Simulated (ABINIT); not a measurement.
# In2O3 (R-3c): G0W0 with ABINIT, start to end, part 3 of 3

How does a plane-wave GW calculation on In2O3 (R-3c) run from the first input to the gap?

ABINIT 10.8.3; LDA and many-body steps on it, plane waves. Known limits of the many-body steps: not at the basis limit; no spin-orbit coupling; coarse k mesh.

So far. Step 4 (Empty states on the mesh, 2×2×2 mesh, 701 bands): On this mesh the gap is 1.234 eV. The earlier step found 1.199 eV, so this mesh misses an edge. Step 5 (Screening, 2×2×2 mesh, 639 bands, screening to 201.4 eV): Local fields lower ε∞ by 5 %. On a Γ-centred mesh this coarse the value itself is usually too large, while a short band sum pulls it down.

## Step 6: Self-energy, 2×2×2 mesh, 639 bands, screening to 201.4 eV

The self-energy is evaluated for the states that the input lists, and the levels follow from it, in one-shot runs by the linearised quasiparticle equation.

This step: G0W0 on LDA, plane waves, norm-conserving pseudopotentials.

Contents of run.abi:

```
acell 3*1.0 Angstrom
rprim 
  2.743499999981 1.583960463511 4.836666666700
  -2.743499999981 1.583960463511 4.836666666700
  -0.000000000000 -3.167920927022 4.836666666700
ntypat 2
znucl 49 8
natom 10
typat 1 1 1 1 2 2 2 2 2 2
xred 
  0.357310000000 0.357310000000 0.357310000000
  0.142690000000 0.142690000000 0.142690000000
  0.642690000000 0.642690000000 0.642690000000
  0.857310000000 0.857310000000 0.857310000000
  0.548000000000 0.952000000000 0.250000000000
  0.250000000000 0.548000000000 0.952000000000
  0.952000000000 0.250000000000 0.548000000000
  0.452000000000 0.048000000000 0.750000000000
  0.750000000000 0.452000000000 0.048000000000
  0.048000000000 0.750000000000 0.452000000000
pp_dirpath "pseudos"
pseudos "In.upf, O.upf"
ecut 42
ngkpt 2 2 2
nshiftk 1
shiftk 0 0 0
kptopt 1
chksymbreak 0
istwfk *1
occopt 1
irdwfk 1
optdriver 4
nband 639
gwcalctyp 0
ecutsigx 42
symsigma 1
nkptgw 4
kptgw 
  0.5000000000 0.5000000000 0.0000000000
  0.0000000000 0.0000000000 0.0000000000
  0.5000000000 0.0000000000 0.0000000000
  0.5000000000 0.5000000000 0.5000000000
bdgw 
  59 62
  59 62
  59 62
  57 62
ecuteps 7.4
irdscr 1
ppmodel 1
indata_prefix "in"
outdata_prefix "out"
tmpdata_prefix "tmp"
```

Launch:

```console
$ OMP_NUM_THREADS=1 mpirun -n 4 abinit run.abi > log
```

Numbers of over 12 decimals in the logs are rounded to 6 here.

The log of the run:

```text
.Version 10.8.3 of ABINIT. v10.8.2 released Aug 2026.

 Symmetries : space group R-3 c (#167); Bravais hR (rhombohedral)
[... echo of the input left out ...]
== DATASET  1 ==================================================================
-   mpi_nproc: 4, omp_nthreads: 1 (-1 if OMP is not activated)

--- !DatasetInfo
iteration_state: {dtset: 1, }
dimensions: {natom: 10, nkpt: 4, mband: 639, nsppol: 1, nspinor: 1, nspden: 1, mpw: 11092, }
cutoff_energies: {ecut:  42.0, pawecutdg:  -1.0, }
electrons: {nelect:   1.20000000E+02, charge:   0.00000000E+00, occopt:   1.00000000E+00, tsmear:   1.00000000E-02, }

 SIGMA: Calculation of the GW corrections

 Based on a program developped by R.W. Godby, V. Olevano, G. Onida, and L. Reining.
 Incorporated in ABINIT by V. Olevano, G.-M. Rignanese, and M. Torrent.
.Using double precision arithmetic ; gwpc =  8

[... cell and pseudopotentials left out ...]
--------------------------------------------------------------------------------

 ==== K-mesh for the wavefunctions ====
 Number of points in the irreducible wedge :     4
[... list of points left out ...]
 Together with 12 symmetry operations and time-reversal symmetry
 yields     8 points in the full Brillouin Zone.

 ==== Q-mesh for screening function ====
 Number of points in the irreducible wedge :     4
[... list of points left out ...]
 Together with 12 symmetry operations and time-reversal symmetry
 yields     8 points in the full Brillouin Zone.

 vcoul_init : cutoff-mode = AUXILIARY_FUNCTION
 q-points for optical limit:   1
     1)      0.000010    0.000020    0.000030
 setmesh: FFT mesh size selected  =    64x   64x   64
          total number of points  =       262144

 Number of electrons calculated from density =  120.0000; Expected =  120.0000
 average of density, n =  0.141006
 r_s =    1.1919
 omega_plasma =   36.2222 [eV]

 === KS Band Gaps ===
  >>>> For spin  1
   Minimum direct gap =   1.2462 [eV], located at k-point      :   0.0000  0.0000  0.0000
   Fundamental gap    =   1.2343 [eV], Top of valence bands at :   0.5000  0.5000  0.0000
                                       Bottom of conduction at :   0.0000  0.0000  0.0000
 SIGMA fundamental parameters:
 PLASMON POLE MODEL  1
 number of plane-waves for SigmaX                11031
 number of plane-waves for SigmaC and W            821
 number of plane-waves for wavefunctions         11031
 number of bands                                   639
 number of independent spin polarizations            1
 number of spinorial components                      1
 number of k-points in IBZ                           4
 number of q-points in IBZ                           4
 number of symmetry operations                      12
 number of k-points in BZ                            8
 number of q-points in BZ                            8
 number of frequencies for dSigma/dE                 9
 frequency step for dSigma/dE [eV]                0.25
 number of omega for Sigma on real axis              0
 max omega for Sigma on real axis  [eV]           0.00
 zcut for avoiding poles [eV]                     0.10

 EPSILON^-1 parameters (SCR file):
 dimension of the eps^-1 matrix on file            821
 dimension of the eps^-1 matrix used               821
 number of plane-waves for wavefunctions         11031
 number of bands                                   639
 number of q-points in IBZ                           4
 number of frequencies                               2
 number of real frequencies                          1
 number of imag frequencies                          1

 matrix elements of self-energy operator (all in [eV])

 Perturbative Calculation

--- !SelfEnergy_ee
iteration_state: {dtset: 1, }
kpoint     : [   0.500,    0.500,    0.000, ]
spin       : 1
KS_gap     :    5.130
QP_gap     :    6.675
Delta_QP_KS:    1.546
data: !SigmaeeData |
     Band     E0 <VxcDFT>   SigX SigC(E0)      Z dSigC/dE  Sig(E)    E-E0       E
       59   5.079 -20.634 -25.264   4.206   0.788  -0.269 -20.968  -0.334   4.745
       60   5.128 -20.454 -25.207   4.294   0.786  -0.272 -20.815  -0.360   4.768
       61  10.258 -17.471 -12.366  -3.662   0.821  -0.217 -16.286   1.185  11.443
       62  10.566 -17.425 -12.318  -3.592   0.818  -0.223 -16.186   1.238  11.805

--- !SelfEnergy_ee
iteration_state: {dtset: 1, }
kpoint     : [   0.000,    0.000,    0.000, ]
spin       : 1
KS_gap     :    1.246
QP_gap     :    2.450
Delta_QP_KS:    1.204
data: !SigmaeeData |
     Band     E0 <VxcDFT>   SigX SigC(E0)      Z dSigC/dE  Sig(E)    E-E0       E
       59   5.117 -20.973 -25.537   4.144   0.789  -0.267 -21.304  -0.331   4.785
       60   5.117 -20.973 -25.537   4.144   0.789  -0.267 -21.304  -0.331   4.785
       61   6.363 -15.062 -10.623  -3.395   0.837  -0.195 -14.189   0.873   7.236
       62  10.594 -13.709  -8.216  -4.177   0.840  -0.190 -12.604   1.105  11.699

--- !SelfEnergy_ee
iteration_state: {dtset: 1, }
kpoint     : [   0.500,    0.000,    0.000, ]
spin       : 1
KS_gap     :    4.928
QP_gap     :    6.437
Delta_QP_KS:    1.509
data: !SigmaeeData |
     Band     E0 <VxcDFT>   SigX SigC(E0)      Z dSigC/dE  Sig(E)    E-E0       E
       59   5.105 -20.303 -25.095   4.321   0.786  -0.272 -20.673  -0.371   4.734
       60   5.105 -20.303 -25.095   4.321   0.786  -0.272 -20.673  -0.371   4.734
[...]
--- !SelfEnergy_ee
iteration_state: {dtset: 1, }
kpoint     : [   0.500,    0.500,    0.500, ]
spin       : 1
KS_gap     :    4.510
QP_gap     :    5.940
Delta_QP_KS:    1.430
data: !SigmaeeData |
     Band     E0 <VxcDFT>   SigX SigC(E0)      Z dSigC/dE  Sig(E)    E-E0       E
[...]
58   4.974 -20.375 -25.105   4.262   0.787  -0.271 -20.743  -0.368   4.606
       59   4.974 -20.375 -25.105   4.262   0.787  -0.271 -20.743  -0.368   4.606
       60   4.974 -20.375 -25.105   4.262   0.787  -0.271 -20.743  -0.368   4.606
       61   9.484 -16.588 -11.934  -3.364   0.823  -0.215 -15.526   1.062  10.546
       62   9.484 -16.588 -11.934  -3.364   0.823  -0.215 -15.526   1.062  10.546

 New Fermi energy :        2.229057E-01 Ha ,    6.065573E+00 eV

 === QP Band Gaps ===
  >>>> For spin  1
   Minimum direct gap =   2.4504 [eV], located at k-point      :   0.0000  0.0000  0.0000
   Fundamental gap    =   2.4504 [eV], Top of valence bands at :   0.0000  0.0000  0.0000
                                       Bottom of conduction at :   0.0000  0.0000  0.0000

== END DATASET(S) ==============================================================
================================================================================

 -outvars: echo values of variables after computation  --------
           etotal      0.0000000000E+00
            nband         639
             nkpt           4
          spgroup         167
 [... the other variables as echoed above ...]

 Calculation completed.
```

Elapsed: 13 min, on 4 MPI ranks of Arm Neoverse N1, shared host; peak memory 5.9 GiB.

This step gave:

```
G0W0 gap on the mesh                         : 2.451 eV
starting gap on the mesh                     : 1.234 eV
k of the valence top                         : 0, 0, 0
k of the conduction bottom                   : 0, 0, 0
Z at the valence top                         : 0.789
Z at the conduction bottom                   : 0.837
least direct G0W0 gap on the computed points : 2.451 eV
```

The gap on the mesh goes from 1.23 eV to 2.45 eV, a correction of +1.22 eV. The start differs from the 1.20 eV found before because the two sample other k points.

Limits: finite bands, cutoff and mesh; no spin-orbit coupling; coarse k mesh. v1 is the top filled band, c1 the lowest empty one. The levels before and after the correction (eV, zero at the valence-band top of each column):

|  | conduction bottom | valence top |
| --- | --- | --- |
| Kohn-Sham | 1.23 | 0.00 |
| G0W0 | 2.45 | 0.00 |

```csv
,level,energy (eV)
Kohn-Sham,Γ v2-v1,-0.012
Kohn-Sham,Γ c1,1.234
Kohn-Sham,Γ c2,5.465
G0W0,Γ v2-v1,0.000
G0W0,Γ c1,2.451
G0W0,Γ c2,6.914
```

## Step 7: Where the time went

Times are wall times on 4 MPI ranks of Arm Neoverse N1, shared host, good to a factor of about two.

```
                          step     time  share  memory (GiB)
                  ground state    4 min    6 %          0.63
bands along the symmetry lines  2.6 min    4 %          0.67
      empty states on the mesh   21 min   30 %           1.3
                     screening   28 min   41 %           6.9
                   self-energy   13 min   19 %           5.9
```

## Step 8: Results

```json
{
 "LDA gap": "1.19 eV, indirect",
 "G0W0 gap on the mesh": "2.45 eV",
 "G0W0 gap over the zone (rigid shift)": "2.41 eV",
 "GW settings": "2×2×2 mesh, 639 bands, screening to 201.4 eV, Godby-Needs plasmon pole",
 "known limits": "not at the basis limit; no spin-orbit coupling; coarse k mesh"
}
```

**Reading.** G0W0 moves the gap on the mesh from 1.23 eV to 2.45 eV (+1.22 eV), with Z of 0.79 and 0.84 at the edges. The mesh misses the band edges by 0.04 eV in all; a rigid shift gives 2.41 eV for the zone. Local fields lower the RPA ε∞ on this mesh from 8.86 to 8.42; a Γ-centred mesh this coarse tends to raise both, most where the direct gap is narrow, while a short band sum lowers them. Against experiment, by G0W0@LDA: the gap of 2.41 eV lies −0.67 eV from the measured 3.08 eV (optical, 2024). An exciton line or allowed optical edge lies below the quasiparticle gap by the binding energy; a forbidden edge can push the onset above it. The calculation has static nuclei and no excitons; a measured gap holds zero-point and thermal motion, which mostly lowers it. Against the values above the computed gap that would widen the miss. An edge that is forbidden or weak in absorption could explain it, and so could too strong a screening: the start's gap is only 1.23 eV, the mesh is coarse, and one shot does not repair that. Bands and cutoff are finite, so the gap is not at the basis limit. The miss can reach some tenths of an eV and take either sign; the mesh is an error of its own. The 2×2×2 mesh is coarse for this cell, which bears on the long-range parts of exchange and screening. The many-body steps are scalar-relativistic: spin-orbit coupling is not in them.

[Paths, hosts, dates, memory and timing lines, banners, echoed tables and standing remarks are left out of the program output.]

[Logs are printed without paths, hosts, clocks, repeated set-up lines and the standing remarks that a program may print on its own settings, such as how far it seeks lower states.]

[Runs of the session that timed out or met a known fault of the program may be left out.]

[Hosts, paths, dates, database ids (printed as entryN), source tags and the programs' standing remarks are cut or masked in the printed files.]

[G0W0 gaps are taken among the corrected bands and points alone; a level outside them can change the order at an edge.]

[Where Ansatz stands beside ABINIT at settings called matched, ABINIT's density can come from a denser mesh and the files from another edition; pairs whose starting gaps differed by over 0.03 eV were left out, so agreement reads better than it is.]
